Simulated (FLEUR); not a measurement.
Entries from a set of simulations; values are calculated unless marked as measured.

```
! title: Fe2O3 (Hematite): which magnetic order is lowest
! method: PBE with U = 4.5 eV on Fe d; all-electron FLAPW, Dirac cores, scalar-relativistic bands
! program: FLEUR MaX-R8.1
! settings of one run: kmax 4.4 1/bohr, gmax 13.2 1/bohr, muffin tin radii Fe: 2.29, O: 1.29 bohr, lmax Fe: [8, 6], O: [6, 4], hist occupations, smearing width 0.05 eV, mixer Anderson, mixing 0.05, max iterations 120, stop 0.0001 me/bohr³, collinear spin, 6×6×6 k-mesh, double counting FLL, mesh matched on, starting moments 4 -4 4 -4 0 0 0 0 0 0 μB
! cost: 6 runs, 29 min in all on 4 MPI ranks of Arm Neoverse V2, shared host (the runs of this entry)
! notes: This is the lowest of 6 finished starts, no proof of the ground state.
! lowest state found: antiferromagnetic (initial antiferro +-+-)
! largest site spin moment: 4.16 μB
! next finished state: antiferromagnetic, 109 meV a seeded atom higher
! spinless run over the lowest (under a U no clean measure of the moments): 2713 meV a seeded atom
CELL_PARAMETERS angstrom
2.51900 1.45435 4.59067
-2.51900 1.45435 4.59067
0.00000 -2.90869 4.59067
ATOMIC_POSITIONS crystal
Fe 0.35530 0.35530 0.35530
Fe 0.14470 0.14470 0.14470
Fe 0.64470 0.64470 0.64470
Fe 0.85530 0.85530 0.85530
O 0.55590 0.94410 0.25000
O 0.25000 0.55590 0.94410
O 0.94410 0.25000 0.55590
O 0.44410 0.05590 0.75000
O 0.75000 0.44410 0.05590
O 0.05590 0.75000 0.44410
```

[Logs and program files are shortened in this print: banners, set-up blocks, solver, clock and traceback lines can be left out without a mark of their own.]

[Logs are printed without paths, hosts, clocks, repeated set-up lines and the standing remarks that a program may print on its own settings, such as how far it seeks lower states.]

[Hosts, paths, dates, database ids (printed as entryN), source tags and the programs' standing remarks are cut or masked in the printed files.]

[Where a cell is said to come from a database of computed structures, the database is the Materials Project.]
